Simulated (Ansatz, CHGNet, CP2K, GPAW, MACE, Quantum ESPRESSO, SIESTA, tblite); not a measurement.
## Atom list for Random packing of Sn (61 atoms)

Geometry: the built cell with every atom moved at random. Computed with CP2K 2026.2: GFN1-xTB tight binding (the program's own implementation), diagonalisation; levels smeared at 580 K; periodic xTB differs between programs; its forces lie 50 % r.m.s. from those of plane-wave PBE on this cell; Γ point; density 7.11 g/cm³.

Cell vectors (Å):

```
11.914 0.000 0.000
0.000 11.914 0.000
0.000 0.000 11.914
```

Positions (Å):

```
1 Sn 11.627 1.693 0.022
2 Sn 5.331 0.032 1.098
3 Sn 9.605 6.442 11.356
4 Sn 3.112 4.125 0.997
5 Sn 7.430 6.866 8.985
6 Sn 3.799 6.304 3.364
7 Sn 4.738 3.759 6.313
8 Sn 2.201 0.680 6.252
9 Sn 8.683 1.739 11.174
10 Sn 5.376 1.707 4.262
11 Sn 2.602 9.934 3.205
12 Sn 4.034 10.002 7.744
13 Sn 4.074 10.758 10.426
14 Sn 1.320 8.156 8.619
15 Sn 1.025 6.059 0.684
16 Sn 7.239 0.429 8.646
17 Sn 6.143 2.899 11.074
18 Sn 0.055 0.042 7.494
19 Sn 10.574 0.783 9.675
20 Sn 11.165 4.763 9.936
21 Sn 5.702 8.217 7.279
22 Sn 7.241 4.210 4.506
23 Sn 8.146 9.758 5.055
24 Sn 0.390 2.987 2.368
25 Sn 3.660 1.897 11.409
26 Sn 1.345 3.424 10.978
27 Sn 11.108 9.510 3.331
28 Sn 3.653 6.631 9.358
29 Sn 2.454 11.682 1.142
30 Sn 5.781 5.514 10.609
31 Sn 4.888 1.103 6.983
32 Sn 7.579 0.730 5.410
33 Sn 9.842 7.614 1.905
34 Sn 7.944 2.054 2.933
35 Sn 2.403 3.629 8.435
36 Sn 10.453 9.489 7.663
37 Sn 4.864 9.386 5.014
38 Sn 10.337 0.303 5.053
39 Sn 0.417 10.202 10.224
40 Sn 11.391 4.661 6.745
41 Sn 3.337 3.445 3.816
42 Sn 5.124 6.482 1.129
43 Sn 7.554 10.091 0.169
44 Sn 2.369 5.938 5.823
45 Sn 2.127 9.910 5.840
46 Sn 0.482 6.593 3.331
47 Sn 0.320 2.256 5.070
48 Sn 2.547 8.199 11.435
49 Sn 9.389 1.865 7.290
50 Sn 10.094 3.401 3.972
51 Sn 8.762 9.725 9.737
52 Sn 0.709 8.641 1.301
53 Sn 0.123 7.772 5.736
54 Sn 9.273 6.445 6.866
55 Sn 6.712 8.719 2.252
56 Sn 10.375 5.039 1.670
57 Sn 5.679 6.277 5.540
58 Sn 7.971 7.108 4.356
59 Sn 7.455 3.310 8.401
60 Sn 6.769 4.339 1.506
61 Sn 11.804 11.152 1.341
```

Predict the forces and charges.

Columns: atom, q, fx, fy, fz (forces in eV/Å, q the Mulliken charge in e).

```
1 0.00 -1.387 -1.394 2.168
2 0.01 0.766 -0.350 0.276
3 -0.01 -1.551 1.040 -2.364
4 0.01 1.138 1.421 2.397
5 -0.01 2.306 0.968 0.330
6 -0.03 -2.565 0.476 1.752
7 -0.01 -0.097 0.749 1.237
8 -0.02 3.542 1.430 -1.047
9 0.00 -1.888 0.154 1.101
10 0.00 -0.693 0.084 -2.096
11 -0.01 -0.122 -0.574 -0.599
12 0.02 -3.299 3.704 2.073
13 -0.05 -0.753 0.840 2.192
14 0.00 0.351 0.035 -2.574
15 0.03 -0.138 -2.893 -2.559
16 -0.02 0.166 -0.949 0.678
17 0.00 0.705 -1.243 -0.333
18 0.02 -1.781 -1.605 0.469
19 0.04 0.108 -2.439 -1.678
20 -0.01 -0.048 0.056 -1.606
21 -0.01 3.272 -2.636 2.273
22 0.04 -0.249 -0.295 0.749
23 -0.03 0.355 1.596 0.192
24 0.01 2.860 0.661 -1.581
25 0.00 -0.081 -2.623 -1.421
26 0.00 1.102 1.926 -0.855
27 0.02 -1.049 0.724 5.168
28 -0.04 -0.773 -0.511 -2.505
29 -0.02 1.897 0.505 -1.874
30 0.03 0.259 -0.257 0.000
31 0.02 0.873 -1.225 2.025
32 0.02 0.121 -1.806 1.704
33 0.00 -2.227 1.873 1.119
34 -0.01 -0.071 -1.843 -2.451
35 -0.03 0.614 1.602 -1.703
36 0.00 1.285 -0.884 -1.692
37 0.02 0.929 -0.477 -2.997
38 0.01 -0.356 -2.068 -1.063
39 0.00 -0.355 1.222 1.546
40 -0.04 1.395 -0.772 0.217
41 -0.02 -2.916 0.432 -0.035
42 -0.03 -0.141 2.057 -1.268
43 -0.02 -0.526 1.899 -0.330
44 0.03 -0.487 -1.235 0.903
45 -0.01 -2.278 -1.291 1.023
46 0.04 0.877 -0.795 0.296
47 0.01 1.854 0.801 1.371
48 0.00 2.594 0.374 -1.924
49 0.01 2.906 0.581 -0.760
50 0.01 -1.576 1.217 1.617
51 -0.02 -0.305 0.092 -0.313
52 0.04 0.377 0.544 -0.107
53 -0.01 -1.074 0.546 2.205
54 -0.02 0.242 1.140 -0.570
55 -0.02 -0.290 -0.552 2.702
56 -0.03 -0.413 -2.982 0.701
57 0.02 -1.902 -0.392 -0.663
58 0.03 1.657 -0.678 -1.487
59 0.01 -2.298 2.243 0.959
60 -0.01 1.391 -0.432 0.811
61 0.01 -2.251 2.209 -1.798
```

Only the Γ point is sampled, in a cell whose shortest periodic width is 12 Å.

The r.m.s. force component is 1.54 eV/Å; the longest force, 5.38 eV/Å, acts on Sn12.

[Logs are printed without paths, hosts, clocks, repeated set-up lines and the standing remarks that a program may print on its own settings, such as how far it seeks lower states.]

[Hosts, paths, dates, database ids (printed as entryN), source tags and the programs' standing remarks are cut or masked in the printed files.]
